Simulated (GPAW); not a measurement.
**NaHF2 (R-3m): the F K absorption edge**

How does the F K edge of NaHF2 (R-3m) move when the bonds are compressed or stretched?

Main program and level: GPAW 26.7.0; X-ray absorption from dipole matrix elements to empty bands, plane-wave PAW LDA.

## (1) Starting point

The structure is trigonal, space group R-3m (No. 166). The conventional cell has a = 3.474 Å, b = 3.474 Å, c = 13.750 Å, α = 90.00°, β = 90.00°, γ = 120.00°. Nearest to Na lie 6 F at 2.32 Å. Nearest to F lie 1 H at 1.13 Å and 3 Na at 2.32 Å. Nearest to H lie 2 F at 1.13 Å. Farther neighbours and most contacts between anions are not listed.

## (2) The field without a hole

The ground state comes first: it tells whether the system has a gap, which decides how the excited electron is treated.

Contents of scf.py:

```python
import numpy as np
from ase import Atoms
from ase.parallel import parprint, paropen
from gpaw import GPAW, PW, FermiDirac, Mixer, MixerDif, setup_paths
from gpaw.test import gen
setup_paths.insert(0, '.')
gen('F', name='nch1s', xcname='LDA', corehole=(1, 0, 0), write_xml=True)
from gpaw.mpi import world
world.barrier()

atoms = Atoms('NaF2H',
    cell=[[1.737, 1.00285742, 4.58333333],
     [-1.737, 1.00285742, 4.58333333],
     [0, -2.00571484, 4.58333333]],
    scaled_positions=[[0, 0, 0],
     [0.5824, 0.5824, 0.5824],
     [0.4176, 0.4176, 0.4176],
     [0.5, 0.5, 0.5]],
    pbc=True)
atoms.calc = calc = GPAW(legacy_gpaw=True, mode=PW(500), xc='LDA', setups={1: 'nch1s'},
    kpts={'size': (8, 8, 8), 'gamma': True}, occupations=FermiDirac(0.05),
    charge=0, mixer=Mixer(0.1, 5, 50), maxiter=150,
    convergence={'density': 0.0001}, txt='scf.txt')
energy = atoms.get_potential_energy() + calc.get_reference_energy()
ef = calc.get_fermi_level()
out = dict(energy=energy, fermi=ef, forces=atoms.get_forces().tolist())
parprint(f'all-electron energy {energy:.4f} eV, Fermi level {ef:.4f} eV')
ev = np.array([[calc.get_eigenvalues(k, s) for k in range(len(calc.get_ibz_k_points()))] for s in range(calc.get_number_of_spins())])
out['homo'], out['lumo'], out['counts'] = ev[ev < ef].max(), ev[ev > ef].min(), sorted(set((ev < ef).sum((0, 2)).tolist()))
out['filled'] = (ev[:, 0] < ef).sum(1).tolist()
import json
with paropen('out.json', 'w') as f:
    json.dump(out, f)
```

The run is started by

```console
> OMP_NUM_THREADS=1 mpirun -n 2 gpaw python scf.py
```

Numbers of over 12 decimals in the logs are rounded to 6 here.

Log:

```text
Input parameters:
  convergence: {density: 0.0001}
  kpts: {gamma: True,
         size: (8, 8, 8)}
  maxiter: 150
  mixer: {backend: pulay,
          beta: 0.1,
          method: separate,
          nmaxold: 5,
          weight: 50}
  mode: {ecut: 500.0,
         name: pw}
  occupations: {fixmagmom: False,
                name: fermi-dirac,
                width: 0.05}
  setups: {1: nch1s}

Initialize ...

[... PAW data sets ...]

Reference energy: -9808.755084  # eV

Spin-paired calculation

[... convergence settings ...]
Symmetries present (total): 2
  [... symmetry matrices ...]

512 k-points: 8 x 8 x 8 Monkhorst-Pack grid + [1/16,1/16,1/16]
150 k-points in the irreducible part of the Brillouin zone
       k-points in crystal coordinates                weights
   0:     0.00000000    0.00000000    0.00000000          1/512
   1:     0.00000000    0.00000000    0.12500000          2/512
   2:     0.00000000    0.00000000    0.25000000          2/512
   3:     0.00000000    0.00000000    0.37500000          2/512
   4:     0.00000000    0.00000000    0.50000000          1/512
   5:     0.12500000   -0.12500000    0.00000000          2/512
   6:     0.12500000   -0.12500000    0.12500000          4/512
   7:     0.12500000   -0.12500000    0.25000000          4/512
   8:     0.12500000   -0.12500000    0.37500000          4/512
   9:     0.12500000   -0.12500000    0.50000000          2/512
          ...
 149:     0.50000000    0.50000000    0.50000000          1/512

Wave functions: Plane wave expansion
  Cutoff energy: 500.000 eV
  Number of coefficients (min, max): 1187, 1240
  Pulay-stress correction: 0.000000 eV/Ang^3 (de/decut=0.000000)
  Using FFTW library
  Wavefunction extrapolation:
    Improved wavefunction reuse through dual PAW basis

Occupation numbers: Fermi-Dirac:
  width: 0.0500  # eV

Eigensolver
   Davidson(niter=2)

Densities:
  Coarse grid: 27*27*27 grid
  Fine grid: 54*54*54 grid
  Total Charge: 0.000000

Density mixing:
  Method: separate
  Backend: pulay
  Linear mixing parameter: 0.1
  old densities: 5
  Width of damping distribution: 1.1
  Damping of long wavelength oscillations: 50

[... Hamiltonian set-up ...]
Number of atoms: 4
Number of atomic orbitals: 16
Number of bands in calculation: 16
Number of valence electrons: 22
Bands to converge: occupied

... initialized

Initializing position-dependent things.

Density initialized from atomic densities
Creating initial wave functions:
  16 bands from LCAO basis set

       F

       H
       F

       Na

Atomic positions and initial magnetic moments

Positions:
   0 Na     0.000000    0.000000    0.000000    ( 0.0000,  0.0000,  0.0000)
   1 F      0.000000   -0.000000    8.008000    ( 0.0000,  0.0000,  0.0000)
   2 F      0.000000   -0.000000    5.742000    ( 0.0000,  0.0000,  0.0000)
   3 H      0.000000    0.000000    6.875000    ( 0.0000,  0.0000,  0.0000)

Unit cell:
           periodic     x           y           z      points  spacing
  1. axis:    yes    1.737000    1.002857    4.583333    27     0.1089
  2. axis:    yes   -1.737000    1.002857    4.583333    27     0.1089
  3. axis:    yes    0.000000   -2.005715    4.583333    27     0.1089

  Lengths:   5.002983   5.002983   5.002983
  Angles:   40.631430  40.631430  40.631430

Effective grid spacing dv^(1/3) = 0.1345

iter:   1   -19.297172
iter:   2   -18.914712   -1.53  -1.20
iter:   3   -18.470347   -1.12  -1.28
iter:   4   -18.459594   -2.21  -1.52
iter:   5   -18.445670   -2.44  -1.90
iter:   6   -18.447718   -3.15  -2.75
iter:   7   -18.445483c  -3.74  -2.52
iter:   8   -18.445511c  -3.48  -2.94
iter:   9   -18.445190c  -4.15  -3.08
iter:  10   -18.445187c  -6.71  -4.00c
iter:  11   -18.445187c  -6.58  -4.51c
iter:  12   -18.445187c  -7.71c -4.46c

Converged after 12 iterations.

Dipole moment: (-0.000000, -0.000000, 0.000000) |e|*Ang

Energy contributions relative to reference atoms: (reference = -9808.755084)

Kinetic:        +19.581218
Potential:      -20.253567
External:        +0.000000
XC:             -18.172154
Entropy (-ST):   -0.000000
Local:           +0.399316
SIC:             +0.000000
--------------------------
Free energy:    -18.445187
Extrapolated:   -18.445187

Showing only first 2 kpts
 Kpt  Band  Eigenvalues  Occupancy
  0     9     -4.06109    2.00000
  0    10     -3.99453    2.00000
  0    11      2.76498    0.00000
  0    12      9.03946    0.00000

  1     9     -4.07617    2.00000
  1    10     -3.96875    2.00000
  1    11      3.18924    0.00000
  1    12      9.13953    0.00000

Fermi level: -1.79454

Gap: 6.597 eV
Transition (v -> c):
  (s=0, k=149, n=10, [0.50, 0.50, 0.50]) -> (s=0, k=0, n=11, [0.00, 0.00, 0.00])
Direct/indirect transitions are different
Direct gap: 6.760 eV
Transition at: (s=0, k=0, n=10, [0.00, 0.00, 0.00])

Forces in eV/Ang:
  0 Na    0.00000    0.00000    0.00000
  1 F     0.00000    0.00000    0.39295
  2 F     0.00000   -0.00000   -0.39295
  3 H     0.00000    0.00000   -0.00000
Scalar-relativistic atomic LDA calculation for F (Fluorine, Z=9)
Core hole in 1s state (1s occupation: 2.0)
300 radial gridpoints.
|------------------------------------------------|
|------------------------------------------------|
[... the atom generator's iteration count ...]

Energy contributions:
-------------------------
Kinetic:      +98.924702
XC:            -9.628727
Potential:   -188.480882
-------------------------
Total:        -99.184907

state      eigenvalue         ekin         rmax
-----------------------------------------------
1s^2.0 :   -24.213779    36.855229        0.115
2s^2.0 :    -1.089490     4.159703        0.767
2p^5.0 :    -0.415007     3.378968        0.703
-----------------------------------------------
(units: Bohr and Hartree)

Generating PAW setup
Kinetic energy of the core from tauc = 73.784289
Cutoffs:
rc(s)=1.200
rc(p)=1.200
rc(d)=1.200
rc(vbar)=1.080
rc(comp)=1.200
rc(nct)=1.200

Kinetic energy of the core states: 73.710458
Charge: 0.0
Core electrons: 2.0
Valence electrons: 7.0
Pseudo-core charge: 0.000387
Shape function alpha=6.944
Pseudo-electron charge 6.013308
state    eigenvalue         norm
--------------------------------
2s(2) :    -1.089490     1.062936
*s    :    -0.089490
2p(5) :    -0.415007     0.777410
*p    :     0.584993
*d    :     0.000000
--------------------------------

Diagonalizing with gridspacing h=0.050

state   all-electron     PAW
-------------------------------
2s:      -1.089490    -1.091166
2p:      -0.415007    -0.417133
*d:                    0.051257
*f:                    0.077758
-------------------------------
all-electron energy -9827.2003 eV, Fermi level -1.7945 eV
```

Run time: 42 s. Hardware: 2 MPI ranks of Arm Neoverse V2, shared host; peak memory 0.23 GiB; 84 s of CPU time.

The mesh shows a gap of 6.60 eV, so the hole is first treated in a charged cell, without the excited electron.

## (3) Supercell without a hole, the energy reference

The photon energy needs a difference of total energies, so the cell and mesh of the coming hole run are first run without a hole.

scf.py: that of step 2 with these lines changed.

```diff
@@ -10,13 +10,25 @@
 
-atoms = Atoms('NaF2H',
-    cell=[[1.737, 1.00285742, 4.58333333],
-     [-1.737, 1.00285742, 4.58333333],
-     [0, -2.00571484, 4.58333333]],
+atoms = Atoms('Na4F8H4',
+    cell=[[3.474, -2.00571484, 4.58333333],
+     [-3.474, -2.00571484, 4.58333333],
+     [0, -4.01142967, -4.58333333]],
     scaled_positions=[[0, 0, 0],
-     [0.5824, 0.5824, 0.5824],
-     [0.4176, 0.4176, 0.4176],
-     [0.5, 0.5, 0.5]],
+     [0.5, 0.5, 0],
+     [0, 0.5, 0.5],
+     [0.5, 0, 0.5],
+     [0.5824, 0.5824, 0.4176],
+     [0.0824, 0.0824, 0.4176],
+     [0.5824, 0.0824, 0.9176],
+     [0.0824, 0.5824, 0.9176],
+     [0.4176, 0.4176, 0.5824],
+     [0.9176, 0.9176, 0.5824],
+     [0.4176, 0.9176, 0.0824],
+     [0.9176, 0.4176, 0.0824],
+     [0.5, 0.5, 0.5],
+     [0, 0, 0.5],
+     [0.5, 0, 0],
+     [0, 0.5, 0]],
     pbc=True)
-atoms.calc = calc = GPAW(legacy_gpaw=True, mode=PW(500), xc='LDA', setups={1: 'nch1s'},
-    kpts={'size': (8, 8, 8), 'gamma': True}, occupations=FermiDirac(0.05),
+atoms.calc = calc = GPAW(legacy_gpaw=True, mode=PW(500), xc='LDA', setups={4: 'nch1s'},
+    kpts={'size': (3, 3, 3), 'gamma': True}, occupations=FermiDirac(0.02),
     charge=0, mixer=Mixer(0.1, 5, 50), maxiter=150,
```

Log:

```text
Input parameters:
  convergence: {density: 0.0001}
  kpts: {gamma: True,
         size: (3, 3, 3)}
  maxiter: 150
  mixer: {backend: pulay,
          beta: 0.1,
          method: separate,
          nmaxold: 5,
          weight: 50}
  mode: {ecut: 500.0,
         name: pw}
  occupations: {fixmagmom: False,
                name: fermi-dirac,
                width: 0.02}
  setups: {4: nch1s}

Initialize ...

[...]
2s(2) :    -1.089490     1.062936
*s    :    -0.089490
2p(5) :    -0.415007     0.777410
*p    :     0.584993
*d    :     0.000000
--------------------------------

Diagonalizing with gridspacing h=0.050

state   all-electron     PAW
-------------------------------
2s:      -1.089490    -1.091166
2p:      -0.415007    -0.417133
*d:                    0.051257
*f:                    0.077758
-------------------------------
all-electron energy -39308.7970 eV, Fermi level -1.8060 eV
[key lines of the parts left out:]
Converged after 13 iterations.
Dipole moment: (0.000000, -0.000000, 0.000000) |e|*Ang
Free energy:    -73.776667
Fermi level: -1.80597
```

Elapsed: 24 s, on 2 MPI ranks; peak memory 0.3 GiB; 47 s of CPU time.

Reference energy: -39308.797 eV with the cores included.

[end of part 1 of 3]

[Banner, clock and machine lines of the logs are left out without a mark of their own.]

[Logs are printed without paths, hosts, clocks, repeated set-up lines and the standing remarks that a program may print on its own settings, such as how far it seeks lower states.]

[Hosts, paths, dates, database ids (printed as entryN), source tags and the programs' standing remarks are cut or masked in the printed files.]

[Lists of maxima count a maximum above −3 eV only where it reaches 4 % of the highest in the window and stands out from its surroundings by 2 % of it (1.5 % where it reaches 55 %); shoulders and weaker maxima are passed over, and of the rest the first, up to two pre-edge ones and the few strongest are named.]
